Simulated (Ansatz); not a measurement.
# Direct or indirect: BN (P6_3mc)

```xyz
4
Lattice="2.5360 0.0000 0.0000 -1.2680 2.1962 0.0000 0.0000 0.0000 4.1990" Properties=species:S:1:pos:R:3 pbc="T T T"
N     0.0000    1.4642    3.6741
N     1.2680    0.7321    1.5746
B     0.0000    1.4642    2.0995
B     1.2680    0.7321    0.0000
```

Method: Ansatz, PBE, independent particles, without spin-orbit coupling, line width 0.15 eV (Gaussian). The band structure gives a fundamental gap of 5.22 eV. The spectrum of vertical transitions near the edge:

| E (eV) | Im ε, E ∥ xy | Im ε, E ∥ z |
| --- | --- | --- |
| 4.74 | 0.00 | 0.00 |
| 4.92 | 0.00 | 0.00 |
| 5.10 | 0.00 | 0.00 |
| 5.28 | 0.00 | 0.00 |
| 5.46 | 0.00 | 0.00 |
| 5.64 | 0.00 | 0.00 |
| 5.82 | 0.00 | 0.00 |
| 6.00 | 0.00 | 0.00 |
| 6.18 | 0.00 | 0.00 |
| 6.36 | 0.00 | 0.00 |
| 6.54 | 0.00 | 0.00 |
| 6.72 | 0.00 | 0.00 |
| 6.90 | 0.00 | 0.00 |
| 7.08 | 0.00 | 0.00 |
| 7.26 | 0.00 | 0.00 |
| 7.44 | 0.00 | 0.00 |
| 7.62 | 0.00 | 0.00 |
| 7.80 | 0.00 | 0.00 |
| 7.98 | 0.00 | 0.00 |
| 8.16 | 0.00 | 0.00 |
| 8.34 | 0.01 | 0.04 |
| 8.52 | 0.10 | 0.52 |
| 8.70 | 0.33 | 1.53 |
| 8.88 | 0.50 | 2.15 |
| 9.06 | 0.68 | 2.88 |
| 9.24 | 0.95 | 3.70 |
| 9.42 | 1.37 | 4.76 |
| 9.60 | 2.03 | 6.53 |

Problem. Is the gap direct or indirect, and about where do vertical transitions set in?

Solution. Indirect, by the band path, whose least direct gap is 8.36 eV. The curves fit this: they stay near zero above 5.22 eV and rise only from about 8.4 eV, though a forbidden direct transition would look alike. Lines are broadened by 0.15 eV, which spreads the edge, and phonons, which would give weak absorption from the fundamental gap up, are left out.

[Logs are printed without paths, hosts, clocks, repeated set-up lines and the standing remarks that a program may print on its own settings, such as how far it seeks lower states.]
